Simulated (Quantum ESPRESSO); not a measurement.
# SiC (F-43m): phonons against volume

Aim: how the vibrations of SiC shift with volume, and the expansion that follows.

Calculated with Quantum ESPRESSO 7.5; DFT LDA, scalar-relativistic, plane waves, GBRV ultrasoft pseudopotentials.

## (1) Starting point

It takes space group F-43m (No. 216, cubic). Conventional cell: a = 4.358 Å, b = 4.358 Å, c = 4.358 Å, α = 90.00°, β = 90.00°, γ = 90.00°. Si has 4 C at 1.89 Å nearest. C has 4 Si at 1.89 Å nearest. Farther neighbours are not listed.

## (2) A first coarse run

A cheap single point shows whether the cell is a metal or an insulator and how far it is from rest; that sets the k-mesh and the occupations of what follows.

Contents of probe.in:

```
&control
   calculation = 'scf'
   prefix = 'x'
   outdir = './tmp'
   pseudo_dir = './pseudo'
   tprnfor = .true.
   tstress = .true.
   verbosity = 'high'
/
&system
   ibrav = 0
   nat = 2
   ntyp = 2
   ecutwfc = 34.0
   ecutrho = 204.0
   occupations = 'smearing'
   smearing = 'gaussian'
   degauss = 0.01
/
&electrons
   conv_thr = 1.0d-07
   mixing_beta = 0.7
   electron_maxstep = 100
/
ATOMIC_SPECIES
 Si     28.0850  Si.upf
 C      12.0110  C.upf
CELL_PARAMETERS angstrom
     0.000000000    2.179000000    2.179000000
     2.179000000    0.000000000    2.179000000
     2.179000000    2.179000000    0.000000000
ATOMIC_POSITIONS crystal
 Si     0.000000000   0.000000000   0.000000000
 C      0.250000000   0.250000000   0.250000000
K_POINTS automatic
 8 8 8 0 0 0
```

Started as:

```bash
$ OMP_NUM_THREADS=1 mpirun -n 8 pw.x -nk 8 -in probe.in > probe.out
```

Output:

```text
Program PWSCF v.7.5

     This program is part of the open-source Quantum ESPRESSO suite
     for quantum simulation of materials; please cite
         "P. Giannozzi et al., J. Phys.:Condens. Matter 21 395502 (2009);
         "P. Giannozzi et al., J. Phys.:Condens. Matter 29 465901 (2017);
         "P. Giannozzi et al., J. Chem. Phys. 152 154105 (2020);
     in publications or presentations arising from this work. More details at

     Message from routine setup:
     using ibrav=0 with symmetry is DISCOURAGED, use correct ibrav instead

     G-vector sticks info
     --------------------
     sticks:   dense  smooth     PW     G-vecs:    dense   smooth      PW
     Sum         475     313    109                 6855     3719     725

     Using Slab Decomposition

     bravais-lattice index     =            0
     lattice parameter (alat)  =       5.8233  a.u.
     unit-cell volume          =     139.6363 (a.u.)^3
     number of atoms/cell      =            2
     number of atomic types    =            2
     number of electrons       =         8.00
     number of Kohn-Sham states=            8
     kinetic-energy cutoff     =      34.0000  Ry
     charge density cutoff     =     204.0000  Ry
     scf convergence threshold =      1.0E-07
     mixing beta               =       0.7000
     number of iterations used =            8  plain     mixing
     Exchange-correlation= SLA  PZ   NOGX NOGC
                           (   1   1   0   0   0   0   0)

     celldm(1)=   5.823326  celldm(2)=   0.000000  celldm(3)=   0.000000
     celldm(4)=   0.000000  celldm(5)=   0.000000  celldm(6)=   0.000000

     crystal axes: (cart. coord. in units of alat)
               a(1) = (   0.000000   0.707107   0.707107 )
               a(2) = (   0.707107   0.000000   0.707107 )
               a(3) = (   0.707107   0.707107   0.000000 )

     reciprocal axes: (cart. coord. in units 2 pi/alat)
               b(1) = ( -0.707107  0.707107  0.707107 )
               b(2) = (  0.707107 -0.707107  0.707107 )
               b(3) = (  0.707107  0.707107 -0.707107 )

     PseudoPot. # 1 for Si read from file:
     ./pseudo/Si.upf
     Pseudo is Ultrasoft + core correction, Zval =  4.0
     Using radial grid of  899 points,  6 beta functions with:
                l(1) =   0
                l(2) =   0
                l(3) =   1
                l(4) =   1
                l(5) =   2
                l(6) =   2
     Q(r) pseudized with  8 coefficients,  rinner =    0.900   0.900   0.900
                                                       0.900   0.900

     PseudoPot. # 2 for C  read from file:
     ./pseudo/C.upf
     Pseudo is Ultrasoft + core correction, Zval =  4.0
     Using radial grid of  721 points,  4 beta functions with:
                l(1) =   0
                l(2) =   0
                l(3) =   1
                l(4) =   1
     Q(r) pseudized with  8 coefficients,  rinner =    1.100   1.100   1.100

     atomic species   valence    mass     pseudopotential
     Si                4.00    28.08500     Si( 1.00)
     C                 4.00    12.01100     C ( 1.00)

     24 Sym. Ops. (no inversion) found

                                    s                        frac. trans.

      isym =  1     identity

 cryst.   s( 1) = (     1          0          0      )
                  (     0          1          0      )
                  (     0          0          1      )

 cart.    s( 1) = (  1.0000000 -0.0000000  0.0000000 )
                  ( -0.0000000  1.0000000  0.0000000 )
                  ( -0.0000000  0.0000000  1.0000000 )

      isym =  2     180 deg rotation - cart. axis [0,0,1]

 cryst.   s( 2) = (     0          1         -1      )
                  (     1          0         -1      )
                  (     0          0         -1      )

 cart.    s( 2) = ( -1.0000000  0.0000000  0.0000000 )
                  (  0.0000000 -1.0000000  0.0000000 )
                  (  0.0000000 -0.0000000  1.0000000 )

      isym =  3     180 deg rotation - cart. axis [0,1,0]

 cryst.   s( 3) = (     0         -1          1      )
                  (     0         -1          0      )
                  (     1         -1          0      )

 cart.    s( 3) = ( -1.0000000 -0.0000000 -0.0000000 )
                  (  0.0000000  1.0000000 -0.0000000 )
                  (  0.0000000  0.0000000 -1.0000000 )

      isym =  4     180 deg rotation - cart. axis [1,0,0]

 cryst.   s( 4) = (    -1          0          0      )
                  (    -1          0          1      )
                  (    -1          1          0      )

 cart.    s( 4) = (  1.0000000  0.0000000 -0.0000000 )
                  ( -0.0000000 -1.0000000 -0.0000000 )
                  ( -0.0000000 -0.0000000 -1.0000000 )

      isym =  5     120 deg rotation - cart. axis [-1,-1,-1]

 cryst.   s( 5) = (     0          0          1      )
[...]
cart.    s( 5) = (  0.0000000  1.0000000 -0.0000000 )
[...]
isym =  6     120 deg rotation - cart. axis [-1,1,1]

 cryst.   s( 6) = (     1         -1          0      )
[...]
cart.    s( 6) = ( -0.0000000 -1.0000000 -0.0000000 )
[...]
isym =  7     120 deg rotation - cart. axis [1,1,-1]

 cryst.   s( 7) = (    -1          1          0      )
[...]
cart.    s( 7) = ( -0.0000000  1.0000000  0.0000000 )
[...]
isym =  8     120 deg rotation - cart. axis [1,-1,1]

 cryst.   s( 8) = (     0          0         -1      )
[...]
cart.    s( 8) = (  0.0000000 -1.0000000  0.0000000 )
[...]
isym =  9     120 deg rotation - cart. axis [1,1,1]

 cryst.   s( 9) = (     0          1          0      )
[...]
cart.    s( 9) = ( -0.0000000  0.0000000  1.0000000 )
[...]
isym = 10     120 deg rotation - cart. axis [-1,1,-1]

 cryst.   s(10) = (    -1          0          1      )
[...]
cart.    s(10) = (  0.0000000 -0.0000000  1.0000000 )
[...]
isym = 11     120 deg rotation - cart. axis [1,-1,-1]

 cryst.   s(11) = (     1          0         -1      )
[...]
cart.    s(11) = (  0.0000000  0.0000000 -1.0000000 )
[...]
isym = 12     120 deg rotation - cart. axis [-1,-1,1]

 cryst.   s(12) = (     0         -1          0      )
[...]
cart.    s(12) = ( -0.0000000 -0.0000000 -1.0000000 )
[...]
isym = 13     inv. 180 deg rotation - cart. axis [1,1,0]

[...]
k = 0.3536 0.1768-0.1768 (   471 PWs)   bands (ev):

    -3.7634   3.2276   7.6318   7.6791  14.5386  16.7304  17.9158  18.5587

     occupation numbers
     1.0000   1.0000   1.0000   1.0000   0.0000   0.0000   0.0000   0.0000

          k =-0.2652-0.4419 0.4419 (   462 PWs)   bands (ev):

[...]
occupation numbers
[...]
k =-0.1768-0.3536 0.3536 (   464 PWs)   bands (ev):

[...]
occupation numbers
[...]
k =-0.0884-0.2652 0.2652 (   471 PWs)   bands (ev):

[...]
occupation numbers
[...]
k = 0.0000-0.1768 0.1768 (   481 PWs)   bands (ev):

[...]
occupation numbers
[...]
k = 0.3536 0.0000 0.0000 (   480 PWs)   bands (ev):

[...]
occupation numbers
[...]
k = 0.4419 0.0884-0.0884 (   461 PWs)   bands (ev):

[...]
occupation numbers
[...]
k =-0.1768-0.5303 0.5303 (   464 PWs)   bands (ev):

[...]
occupation numbers
[...]
k =-0.0884-0.4419 0.4419 (   462 PWs)   bands (ev):

[...]
occupation numbers
[...]
k = 0.0000-0.3536 0.3536 (   463 PWs)   bands (ev):

[...]
k = 0.5303-0.0000 0.0000 (   460 PWs)   bands (ev):

[...]
k =-0.0884-0.6187 0.6187 (   464 PWs)   bands (ev):

[...]
k = 0.0000-0.5303 0.5303 (   470 PWs)   bands (ev):

[...]
k =-0.7071 0.0000 0.0000 (   468 PWs)   bands (ev):

[...]
k = 0.3536 0.1768 0.0000 (   466 PWs)   bands (ev):

[...]
occupation numbers
[...]
k =-0.2652-0.4419 0.6187 (   470 PWs)   bands (ev):

[...]
occupation numbers
[...]
k =-0.1768-0.3536 0.5303 (   470 PWs)   bands (ev):

[...]
occupation numbers
[...]
k =-0.1768-0.5303 0.7071 (   463 PWs)   bands (ev):

[...]
occupation numbers
[...]
k =-0.0884-0.4419 0.6187 (   464 PWs)   bands (ev):

    -1.2159   2.0823   4.2031   5.8072  13.4904  17.1886  18.9456  21.2520

     occupation numbers
     1.0000   1.0000   1.0000   1.0000   0.0000   0.0000   0.0000   0.0000

          k = 0.0000-0.3536 0.5303 (   468 PWs)   bands (ev):

    -1.5854   2.3993   3.9323   6.3758  14.1740  17.5061  18.8711  20.5592

     occupation numbers
     1.0000   1.0000   1.0000   1.0000   0.0000   0.0000   0.0000   0.0000

          k =-0.7071 0.1768-0.0000 (   466 PWs)   bands (ev):

    -0.8792   1.7104   5.1315   5.1581  12.2296  15.1003  21.0357  22.3421

     occupation numbers
     1.0000   1.0000   1.0000   1.0000   0.0000   0.0000   0.0000   0.0000

          k =-0.7071 0.3536 0.0000 (   464 PWs)   bands (ev):

    -0.7506   2.1826   4.1999   4.5069  14.3593  18.5490  18.5875  18.8405

     occupation numbers
     1.0000   1.0000   1.0000   1.0000   0.0000   0.0000   0.0000   0.0000

     the Fermi energy is     9.9648 ev

!    total energy              =     -21.19937314 Ry
     estimated scf accuracy    <       0.00000009 Ry
     smearing contrib. (-TS)   =      -0.00000000 Ry
     internal energy E=F+TS    =     -21.19937314 Ry

     The total energy is F=E-TS. E is the sum of the following terms:
     one-electron contribution =       5.52450217 Ry
     hartree contribution      =       2.31305248 Ry
     xc contribution           =      -8.10570597 Ry
     ewald contribution        =     -20.93122182 Ry

     convergence has been achieved in   6 iterations

     Forces acting on atoms (cartesian axes, Ry/au):

     atom    1 type  1   force =     0.00000000    0.00000000    0.00000000
     atom    2 type  2   force =    -0.00000000   -0.00000000   -0.00000000
     The non-local contrib.  to forces
     atom    1 type  1   force =     0.00000000    0.00000000    0.00000000
     atom    2 type  2   force =    -0.00000000   -0.00000000   -0.00000000
     The ionic contribution  to forces
     atom    1 type  1   force =    -0.00000000   -0.00000000   -0.00000000
     atom    2 type  2   force =     0.00000000    0.00000000    0.00000000
     The local contribution  to forces
     atom    1 type  1   force =     0.00000000   -0.00000000   -0.00000000
     atom    2 type  2   force =     0.00000000    0.00000000    0.00000000
     The core correction contribution to forces
     atom    1 type  1   force =     0.00000000    0.00000000    0.00000000
     atom    2 type  2   force =    -0.00000000   -0.00000000    0.00000000
     The Hubbard contrib.    to forces
     atom    1 type  1   force =     0.00000000    0.00000000    0.00000000
     atom    2 type  2   force =     0.00000000    0.00000000    0.00000000
     The SCF correction term to forces
     atom    1 type  1   force =    -0.00000000    0.00000000   -0.00000000
     atom    2 type  2   force =     0.00000000   -0.00000000   -0.00000000

     Total force =     0.000000     Total SCF correction =     0.000000

     Computing stress (Cartesian axis) and pressure

          total   stress  (Ry/bohr**3)                   (kbar)     P=      -44.63
  -0.00030341   0.00000000   0.00000000          -44.63        0.00        0.00
   0.00000000  -0.00030341  -0.00000000            0.00      -44.63       -0.00
   0.00000000  -0.00000000  -0.00030341            0.00       -0.00      -44.63

     kinetic stress (kbar)   6934.86      0.00     -0.00
                                0.00   6934.86     -0.00
                               -0.00     -0.00   6934.86

     local   stress (kbar)  -1104.28      0.00     -0.00
                                0.00  -1104.28     -0.00
                               -0.00     -0.00  -1104.28

     nonloc. stress (kbar)   2880.83     -0.00      0.00
                               -0.00   2880.83     -0.00
                                0.00     -0.00   2880.83

     hartree stress (kbar)    812.26     -0.00      0.00
                               -0.00    812.26      0.00
                                0.00      0.00    812.26

     exc-cor stress (kbar)    -75.92      0.00      0.00
                                0.00    -75.92      0.00
                                0.00      0.00    -75.92

     corecor stress (kbar)  -2142.11     -0.00     -0.00
                               -0.00  -2142.11      0.00
                               -0.00      0.00  -2142.11

     ewald   stress (kbar)  -7350.26      0.00      0.00
                                0.00  -7350.26      0.00
                                0.00      0.00  -7350.26

     hubbard stress (kbar)      0.00      0.00      0.00
                                0.00      0.00      0.00
                                0.00      0.00      0.00

     DFT-D   stress (kbar)      0.00      0.00      0.00
[...]
XDM     stress (kbar)      0.00      0.00      0.00
[...]
dft-nl  stress (kbar)      0.00      0.00      0.00
                                0.00      0.00      0.00
                                0.00      0.00      0.00

     TS-vdW  stress (kbar)      0.00      0.00      0.00
                                0.00      0.00      0.00
                                0.00      0.00      0.00

     MDB     stress (kbar)      0.00      0.00      0.00
                                0.00      0.00      0.00
                                0.00      0.00      0.00

     3D-RISM stress (kbar)      0.00      0.00      0.00
                                0.00      0.00      0.00
                                0.00      0.00      0.00

     Writing all to output data dir ./tmp/x.save/ :
     XML data file, charge density, pseudopotentials, collected wavefunctions

   JOB DONE.
```

The job ended after 1.2 s (8 MPI ranks of Arm Neoverse V1, shared host).

This step gave:

```yaml
volume_per_atom: 10.35 Å³
pressure: -4.463 GPa
gap_on_the_k_mesh: 1.316 eV
```

The start is under -4.5 GPa at this level and looks like an insulator or semiconductor on this mesh.

(Continued in part 2 of 9.)

[Logs are printed without paths, hosts, clocks, repeated set-up lines and the standing remarks that a program may print on its own settings, such as how far it seeks lower states.]

[Hosts, paths, dates, database ids (printed as entryN), source tags and the programs' standing remarks are cut or masked in the printed files.]

[A step with changed settings may run another functional than the one named; its input shows which.]

[Of the runs on displaced cells, only some may be shown.]
